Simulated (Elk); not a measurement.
**ZnS: optical spectrum from first principles**

Aim: the dielectric function of ZnS, and the optical constants that follow from it. The cell comes from an older database entry, whose edges can differ from later determinations, mostly by under a per cent.

Method: DFT, PBE, all-electron APW+lo, Dirac cores, scalar-relativistic bands, independent-particle optical response without local fields, in Elk 11.2.3 (patched build).

The database entry behind the starting cell differs from later determinations by our own check (about 0.1 % short), so it need not match the best structure at ambient conditions.

### 1. Set-up

The structure is cubic, space group F-43m (No. 216). The conventional cell has a = 5.404 Å, b = 5.404 Å, c = 5.404 Å, α = 90.00°, β = 90.00°, γ = 90.00°. Nearest to Zn lie 4 S at 2.34 Å. S has 4 Zn at 2.34 Å nearest. Farther neighbours and most contacts between anions are not listed.

### 2. Ground state

First the ground state: is it a metal or has it a gap?

This step: DFT, PBE, all-electron APW+lo, Dirac cores, scalar-relativistic bands, ground state (Elk 11.2.3 (patched build)).

The input, elk.in:

```
tasks
  0
  120

xctype
  20

nempty
  12

lorbcnd
  .true.

rgkmax
  7.0

swidth
  0.0018375

maxscl
  100

epsengy
  1e-05

sppath
  './'

avec
  0.000000000000 5.106039988739 5.106039988739
  5.106039988739 0.000000000000 5.106039988739
  5.106039988739 5.106039988739 0.000000000000

atoms
  2
  'Zn.in'
  1
  0.750000000000 0.750000000000 0.750000000000   0.000 0.000 0.000
  'S.in'
  1
  0.000000000000 0.000000000000 0.000000000000   0.000 0.000 0.000

ngridk
  11 11 11
```

On the command line:

```bash
> OMP_NUM_THREADS=4 elk
```

Numbers of over 12 decimals in the logs are rounded to 6 here.

Log:

```text
┌─────────────────────────┐
│ Elk code version 11.2.3 │
└─────────────────────────┘

All units are atomic (Hartree, Bohr, etc.)

┌─────────────────────────────────────────────────┐
│ Ground-state run starting from atomic densities │
└─────────────────────────────────────────────────┘

Lattice vectors :
   0.000000000       5.106039989       5.106039989
   5.106039989       0.000000000       5.106039989
   5.106039989       5.106039989       0.000000000

Reciprocal lattice vectors :
 -0.6152698883      0.6152698883      0.6152698883
  0.6152698883     -0.6152698883      0.6152698883
  0.6152698883      0.6152698883     -0.6152698883

Unit cell volume      :    266.2457174
Brillouin zone volume :   0.9316589797

Muffin-tin inner radius fraction :   0.1000000000E-01

Nuclei treated as point charges

Species : 1 (Zn)
 parameters loaded from : Zn.in
 name : zinc
 nuclear charge    :   -30.00000000
 electronic charge :    30.00000000
 atomic mass :    119233.3130
 muffin-tin radius :    2.281022788
 number of radial points in muffin-tin :    993
 inner part over the whole radius :   0.9992275312E-02
 number on inner part of muffin-tin    :    701
 approximate nuclear radius :   0.7484757725E-04
 number of mesh points to nuclear radius :    338
 atomic positions (lattice), magnetic fields (Cartesian) :
  1 :   0.00000000  0.00000000  0.00000000    0.00000000  0.00000000  0.00000000

Species : 2 (S)
 parameters loaded from : S.in
 name : sulphur
 nuclear charge    :   -16.00000000
 electronic charge :    16.00000000
 atomic mass :    58450.91931
 muffin-tin radius :    2.090937555
 number of radial points in muffin-tin :    793
 inner part over the whole radius :   0.9851989076E-02
 number on inner part of muffin-tin    :    553
 approximate nuclear radius :   0.6195814986E-04
 number of mesh points to nuclear radius :    251
 atomic positions (lattice), magnetic fields (Cartesian) :
  1 :   0.25000000  0.25000000  0.25000000    0.00000000  0.00000000  0.00000000

Total number of atoms per unit cell :    2
Total muffin-tin volume :    88.00619005
 ratio of muffin-tin to unit cell volume :   0.3305449977

Spin treatment :
 spin-unpolarised

Number of Bravais lattice symmetries :   48
Number of crystal symmetries         :   24
Crystal has no inversion symmetry
Complex Hermitian eigensolver will be used

k-point grid :     11    11    11
k-point offset :    0.000000000       0.000000000       0.000000000
k-point set is reduced with full crystal symmetry group
Total number of k-points :       91

Muffin-tin radius times maximum |G+k| :    7.000000000
 using average radius
Maximum |G+k| for APW functions       :    3.202224838
Maximum (1/2)|G+k|²                   :    5.127121956
Maximum |G| for potential and density :    12.00000000
Constant for pseudocharge density :    7
 order of it for each species :   14  14
 order of it for pair densities of each species (exact exchange by exxq0 0: 14) :   11   8
Radial integration step length :    1

G-vector grid sizes :     28    28    28
Number of G-vectors :     7799

Maximum angular momentum used for
 APW functions            :    8
 outer part of muffin-tin :    6
 inner part of muffin-tin :    2

Total nuclear charge    :   -46.00000000
Total core charge       :    22.00000000
Total valence charge    :    24.00000000
Total excess charge     :    0.000000000
Total electronic charge :    46.00000000

Effective Wigner radius, rₛ :    1.113812438

Number of empty states         :     24
Total number of valence states :     37
Total number of core states    :     22

Conduction state local-orbitals added automatically
Third-order local-orbitals added for an l without core states : F
Total number of local-orbitals :    120

Exchange-correlation functional :     20     0     0
 Perdew-Burke-Ernzerhof, Phys. Rev. Lett. 77, 3865 (1996)
 gradient requirement :    1
 generalised gradient approximation (GGA)

Smearing type :    3
 Fermi-Dirac
Smearing width :   0.1837500000E-02
Effective electronic temperature (K) :    580.2366081

Mixing type :    3
 Broyden mixing, J. Phys. A: Math. Gen. 17, L317 (1984)

Kohn-Sham potential initialised from atomic data

┌──────────────────────────────┐
│ Self-consistent loop started │
└──────────────────────────────┘

┌─────────────────┐
│ Loop number : 1 │
└─────────────────┘

Energies :
 Fermi                       :     0.49217950321316E-01
 sum of occupied eigenvalues :     -1257.3313266066
 electron kinetic            :      2228.7462057876
 core electron kinetic       :      2003.5657501737
 Coulomb                     :     -4327.1841143090
 Coulomb potential           :     -3359.1277480548
 nuclear-nuclear             :     -297.19504288286
 electron-nuclear            :     -4707.4732119400
 Hartree                     :      677.48414051382
 Madelung                    :     -2647.6202402816
 xc potential                :     -126.94978433937
 exchange                    :     -95.176002843069
 correlation                 :     -2.075868
 electron entropic           :    -0.38524820335909E-11
 total energy                :     -2195.6897789151

Density of states at Fermi energy :   0.5457078899E-07
 (states/Hartree/unit cell)

Estimated indirect band gap :   0.8926682584E-01
 from k-point 1 to k-point 1
Estimated direct band gap   :   0.8926682584E-01
 at k-point 1

Charges :
 core                        :    22.00000000
 valence                     :    24.00000000
 interstitial                :    2.995867572
 muffin-tins (core leakage)
  species : 1 (Zn)
   atom 1                    :    28.54763609     (  0.1718459340E-03)
  species : 2 (S)
   atom 1                    :    14.45649634     (  0.1437032420E-03)
 total in muffin-tins        :    43.00413243
 total calculated charge     :    46.00006633
 total charge                :    46.00000000
 error                       :   0.6632654217E-04

┌─────────────────┐
│ Loop number : 2 │
└─────────────────┘

Energies :
 Fermi                       :     0.50109805406208E-01
 sum of occupied eigenvalues :     -1257.3220437654
 electron kinetic            :      2228.6911424574
 core electron kinetic       :      2003.4903826176
 Coulomb                     :     -4327.2480551442
 Coulomb potential           :     -3359.0746024098
 nuclear-nuclear             :     -297.19504288286
 electron-nuclear            :     -4707.6527722493
 Hartree                     :      677.59975998797
 Madelung                    :     -2647.7107539393
 xc potential                :     -126.93858381301
 exchange                    :     -95.181164973705
 correlation                 :     -2.075973
 electron entropic           :    -0.38523668591066E-11
 total energy                :     -2195.8140508891

Density of states at Fermi energy :   0.5457304284E-07
 (states/Hartree/unit cell)

Estimated indirect band gap :   0.8925837299E-01
 from k-point 1 to k-point 1
Estimated direct band gap   :   0.8925837299E-01
 at k-point 1

Charges :
 core                        :    22.00000000
 valence                     :    24.00000000
 interstitial                :    2.996042229
 muffin-tins (core leakage)
  species : 1 (Zn)
   atom 1                    :    28.55198010     (  0.1716130285E-03)
  species : 2 (S)
   atom 1                    :    14.45197767     (  0.1437997189E-03)
 total in muffin-tins        :    43.00395777
 total calculated charge     :    46.00006636
 total charge                :    46.00000000
 error                       :   0.6636420344E-04

RMS change in Kohn-Sham potential (target) :   0.3952995046     (  0.1000000000E-05)
Absolute change in total energy (target)   :   0.1242719740     (  0.1000000000E-04)

[... 13 loops left out ...]

┌──────────────────┐
│ Loop number : 16 │
└──────────────────┘

Energies :
 Fermi                       :     0.159294
 sum of occupied eigenvalues :     -1253.5543116492
 electron kinetic            :      2230.0511865283
 core electron kinetic       :      2003.2161970551
 Coulomb                     :     -4328.0725421167
 Coulomb potential           :     -3357.2409554850
 nuclear-nuclear             :     -297.19504288286
 electron-nuclear            :     -4711.0761581262
 Hartree                     :      680.19865889244
 Madelung                    :     -2649.4520643741
 xc potential                :     -126.36454269238
 exchange                    :     -95.266012477589
 correlation                 :     -2.079148
 electron entropic           :    -0.38501068541151E-11
 total energy                :     -2195.3665164147

Density of states at Fermi energy :   0.5468071632E-07
 (states/Hartree/unit cell)

Estimated indirect band gap :   0.7732616064E-01
 from k-point 1 to k-point 1
Estimated direct band gap   :   0.7732616064E-01
 at k-point 1

Charges :
 core                        :    22.00000000
 valence                     :    24.00000000
 interstitial                :    3.022584505
 muffin-tins (core leakage)
  species : 1 (Zn)
   atom 1                    :    28.72708665     (  0.1650739350E-03)
  species : 2 (S)
   atom 1                    :    14.25032884     (  0.1456456720E-03)
 total in muffin-tins        :    42.97741549
 total calculated charge     :    46.00004182
 total charge                :    46.00000000
 error                       :   0.4182292583E-04

RMS change in Kohn-Sham potential (target) :   0.2542846767E-07 (  0.1000000000E-05)
Absolute change in total energy (target)   :   0.2623613454E-05 (  0.1000000000E-04)

Convergence targets achieved

┌──────────────────┐
│ Loop number : 17 │
└──────────────────┘

Energies :
 Fermi                       :     0.159294
 sum of occupied eigenvalues :     -1253.5543114742
 electron kinetic            :      2230.0511868544
 core electron kinetic       :      2003.2161970924
 Coulomb                     :     -4328.0725421699
 Coulomb potential           :     -3357.2409554159
 nuclear-nuclear             :     -297.19504288286
 electron-nuclear            :     -4711.0761582790
 Hartree                     :      680.19865899192
 Madelung                    :     -2649.4520644620
 xc potential                :     -126.36454291275
 exchange                    :     -95.266012479153
 correlation                 :     -2.079148
 electron entropic           :    -0.38501068156491E-11
 total energy                :     -2195.3665161443

Density of states at Fermi energy :   0.5468071510E-07
 (states/Hartree/unit cell)

Estimated indirect band gap :   0.7732614770E-01
 from k-point 1 to k-point 1
Estimated direct band gap   :   0.7732614770E-01
 at k-point 1

Charges :
 core                        :    22.00000000
 valence                     :    24.00000000
 interstitial                :    3.022584508
 muffin-tins (core leakage)
  species : 1 (Zn)
   atom 1                    :    28.72708664     (  0.1650739348E-03)
  species : 2 (S)
   atom 1                    :    14.25032885     (  0.1456456761E-03)
 total in muffin-tins        :    42.97741549
 total calculated charge     :    46.00004182
 total charge                :    46.00000000
 error                       :   0.4182293267E-04

┌──────────────────────────────┐
│ Self-consistent loop stopped │
└──────────────────────────────┘

Warning : core states of species 1 leak from the muffin-tin :   0.1650739348E-03

Warning : core states of species 2 leak from the muffin-tin :   0.1456456761E-03

Wrote STATE.OUT
```

The job ended after 15 s (4 threads of Intel Xeon Platinum 8488C (Sapphire Rapids), shared host; peak memory 0.12 GiB; 52 s of CPU time).

Numbers from this step:

```
total energy           : -2195 Ha
Fermi energy           : 4.335 eV
DOS at the Fermi level : 2.01e-9 states/eV/cell
gap on the k-mesh      : 2.104 eV
direct gap on the mesh : 2.104 eV
```

There is a gap, 2.10 eV on this mesh (points off the mesh can give less), so no carriers' term is needed.

### 3. Independent particles

With the density converged, the vertical transitions are summed over the zone.

This step: DFT, PBE, all-electron APW+lo, Dirac cores, scalar-relativistic bands, independent-particle optical response without local fields (Elk 11.2.3 (patched build)).

Edit elk.in of step 2 so:

```diff
@@ -1,4 +1,6 @@
 tasks
-  0
-  120
+  121
+
+optcomp
+  1 1
 
@@ -17,9 +19,7 @@
 swidth
-  0.0018375
+  0.0055124
 
-maxscl
-  100
-
-epsengy
-  1e-05
+wplot
+  400 100 0
+  0.0 0.51449
```

On the command line:

```bash
> OMP_NUM_THREADS=4 elk
```

Log:

```text
┌─────────────────────────────────┐
│ Elk code version 11.2.3 started │
└─────────────────────────────────┘

Info(readinput): the functional depends on the density's gradient
 muffin-tin radial points multiplied by    2.00000
 (not where nrmtscf is given)

┌────────────────────┐
│ Current task : 121 │
└────────────────────┘
Info(checkmt): changed muffin-tin radius of species 1 (Zn) from   2.4000 to   2.2810
Info(checkmt): changed muffin-tin radius of species 2 (S) from   2.2000 to   2.0909

Info(findsymcrys): atomic basis shift (lattice) :
  0.2500000000      0.2500000000      0.2500000000
See GEOMETRY.OUT for new atomic positions

Info(dielectric):
 dielectric tensor written to EPSILON_ij.OUT
 optical conductivity written to SIGMA_ij.OUT
 for components
  i = 1, j = 1

┌──────────────────┐
│ Elk code stopped │
└──────────────────┘
```

It took 1.6 s on 4 threads; peak memory 0.04 GiB.

This step gave:

| Quantity | Value |
| --- | --- |
| electronic dielectric constant ε∞, mean over x, y and z (by symmetry where fewer were run) | 6.166 |
| main peak of Im epsilon, first axis | 5.940 eV |

Values under the direct gap are tails of Lorentzian lines. The Im ε, E ∥ x by photon energy; read off at these points:

photon energy (eV), Im ε, E ∥ x and a bar:
```
    0.000        0.0 
    0.250        0.0 
    0.500        0.0 
    0.750        0.0 
    1.000        0.1 
    1.250        0.1 
    1.500        0.1 
    1.750        0.2 
    2.000        0.5 #
    2.250        0.5 #
    2.500        0.7 ##
    2.750        1.6 ####
    3.000        1.2 ###
    3.250        1.6 ####
    3.500        2.0 #####
    3.750        2.5 ######
    4.000        4.7 ###########
    4.250        3.9 #########
    4.500        5.7 #############
    4.690        6.8 ################
    4.750        6.6 ###############
    5.000        5.2 ############
    5.250        5.4 ############
    5.500        8.2 ###################
    5.750       10.3 ########################
    5.950       13.0 ##############################
    6.000       12.5 #############################
    6.250       11.7 ###########################
    6.500       11.5 ###########################
    6.750        7.5 #################
    7.000        6.0 ##############
    7.250        6.5 ###############
    7.500        8.8 ####################
    7.750        7.5 #################
    8.000        7.8 ##################
    8.250        5.6 #############
    8.500        5.0 ###########
    8.750        4.7 ###########
    9.000        3.4 ########
    9.250        3.3 ########
    9.500        3.2 #######
    9.750        2.6 ######
   10.000        2.5 ######
   10.250        2.4 ######
   10.500        2.8 ######
   10.750        2.4 ######
   11.000        1.9 ####
   11.250        1.8 ####
   11.500        1.6 ####
   11.750        1.4 ###
   12.000        1.6 ####
   12.250        1.6 ####
   12.500        1.3 ###
   12.750        1.1 ###
   13.000        1.2 ###
   13.250        1.1 ##
   13.500        1.0 ##
   13.750        0.8 ##
```

The Re ε, E ∥ x by photon energy:

```csv
photon energy (eV),"Re ε, E ∥ x"
0.0,6.17
0.5,6.21
1.0,6.36
1.5,6.64
2.0,7.18
2.5,7.78
3.0,7.85
3.5,8.69
4.0,9.09
4.5,9.34
5.0,7.32
5.5,9.04
6.0,4.21
6.5,-0.647
7.0,0.0508
7.5,0.457
8.0,-2.48
8.5,-2.74
9.0,-2.50
9.5,-2.22
10.0,-1.54
10.5,-1.20
11.0,-1.62
11.5,-1.15
12.0,-0.874
12.5,-1.13
13.0,-0.852
13.5,-0.775
```

Values under the direct gap are tails of Lorentzian lines. The loss function −Im 1/ε at q → 0, E ∥ x by energy loss; read off at these points:

```csv
energy loss (eV),"loss function −Im 1/ε at q → 0, E ∥ x"
0.00,0
0.50,7.2e-4
1.00,0.00154
1.50,0.00276
2.00,0.00880
2.50,0.0114
3.00,0.0196
3.50,0.0247
4.00,0.0447
4.50,0.0475
5.00,0.0644
5.50,0.0551
6.00,0.0718
6.50,0.0867
7.00,0.166
7.50,0.114
8.00,0.116
8.50,0.155
9.00,0.191
9.50,0.212
10.00,0.289
10.50,0.302
11.00,0.305
11.50,0.411
11.90,0.498
12.00,0.489
12.50,0.435
13.00,0.561
13.50,0.627
```

The reflectivity at normal incidence, E ∥ x by photon energy; read off at these points:

photon energy (eV), reflectivity at normal incidence, E ∥ x (%) and a bar from the least value:
```
    0.000       18.1 
    0.250       18.2 
    0.500       18.3 
    0.750       18.4 
    1.000       18.7 #
    1.250       19.0 #
    1.500       19.5 #
    1.750       20.1 ##
    2.000       20.9 ###
    2.250       20.9 ###
    2.500       22.4 ####
    2.750       22.2 ####
    3.000       22.8 ####
    3.250       24.0 ######
    3.500       25.1 #######
    3.750       26.6 ########
    4.000       28.7 ##########
    4.250       26.4 ########
    4.500       30.4 ############
    4.750       29.5 ###########
    5.000       27.2 #########
    5.250       29.2 ##########
    5.500       34.0 ###############
    5.750       36.8 ##################
    6.000       41.3 ######################
    6.250       40.9 ######################
    6.500       45.7 ##########################
    6.580       46.6 ###########################
    6.750       42.6 #######################
    7.000       33.7 ###############
    7.250       31.0 ############
    7.500       39.0 ####################
    7.750       40.4 #####################
    8.000       46.2 ###########################
    8.120       48.4 #############################
    8.250       45.4 ##########################
    8.500       46.7 ###########################
    8.750       45.4 ##########################
    8.925       49.9 ##############################
    9.000       47.6 ############################
    9.250       43.5 ########################
    9.500       45.7 ##########################
    9.555       46.2 ###########################
    9.750       44.0 ########################
   10.000       40.4 #####################
   10.250       36.4 #################
   10.500       35.6 #################
   10.750       42.8 #######################
   10.955       45.0 #########################
   11.000       44.8 #########################
   11.250       43.8 ########################
   11.500       39.5 ####################
   11.750       40.6 #####################
   12.000       34.7 ################
   12.250       36.8 ##################
   12.500       42.4 #######################
   12.750       41.1 ######################
   13.000       38.6 ###################
   13.250       38.8 ####################
   13.500       39.5 ####################
   13.750       39.6 ####################
```

Table of refractive index n and extinction k by photon energy:

```csv
photon energy (eV),n,k
0.0,2.48,0
0.5,2.49,0.00557
1.0,2.52,0.0123
1.5,2.58,0.0236
2.0,2.68,0.0849
2.5,2.79,0.125
3.0,2.81,0.220
3.5,2.97,0.330
4.0,3.11,0.750
4.5,3.18,0.892
5.0,2.85,0.907
5.5,3.26,1.26
6.0,2.95,2.12
6.5,2.33,2.47
7.0,1.74,1.73
7.5,2.15,2.04
8.0,1.69,2.31
8.5,1.21,2.05
9.0,0.925,1.83
9.5,0.906,1.74
10.0,0.836,1.50
10.5,0.960,1.46
11.0,0.668,1.44
11.5,0.649,1.25
12.0,0.673,1.15
12.5,0.556,1.20
13.0,0.540,1.07
13.5,0.488,1.01
```

Optical constants at common wavelengths, from n + ik = √ε:

```csv
wavelength (nm),n,k,R (%),1/α
1550,2.51,0.009,18.5,13 µm
800,2.59,0.025,19.6,2.5 µm
633,2.67,0.071,20.8,708 nm
532,2.71,0.088,21.3,479 nm
365,2.90,0.300,24.2,97 nm
248,2.85,0.907,27.2,22 nm
193,2.51,2.387,44.3,6.4 nm
```

Below the direct gap, k and the depth come from the tails of the Lorentzian lines, not from transitions.

Rows near the edge hang on the gap, which this functional as a rule makes too small, and phonon-assisted absorption is left out.

### 4. What came out

| Quantity | Value |
| --- | --- |
| electronic dielectric constant ε∞, mean over x, y and z (by symmetry where fewer were run) (independent particles) | 6.17 |
| main peak of Im epsilon, first axis | 5.94 eV |

**Reading.** At this level (PBE, independent particles) ZnS has ε∞ = 6.17 and n = 2.51 at 1550 nm, and Im ε peaks at 5.9 eV. On the mesh the gap is 2.10 eV and the least direct gap 2.10 eV. Distinct maxima of Im ε, read by a parabola through the highest points, lie at 5.94 eV (13), 6.36 eV (12), 7.52 eV (8.8) and 7.93 eV (8.1). Excitons and phonon-assisted transitions are missing, and so are local fields; PBE gaps are as a rule too small, which pulls the onset down and ε∞ up. The sum runs over mesh points, so small or evenly spaced maxima can still be ripples of the mesh.

[Machine, clock and banner lines and Python warnings are left out of the logs.]

[Logs are printed without paths, hosts, clocks, repeated set-up lines and the standing remarks that a program may print on its own settings, such as how far it seeks lower states.]

[Hosts, paths, dates, database ids (printed as entryN), source tags and the programs' standing remarks are cut or masked in the printed files.]
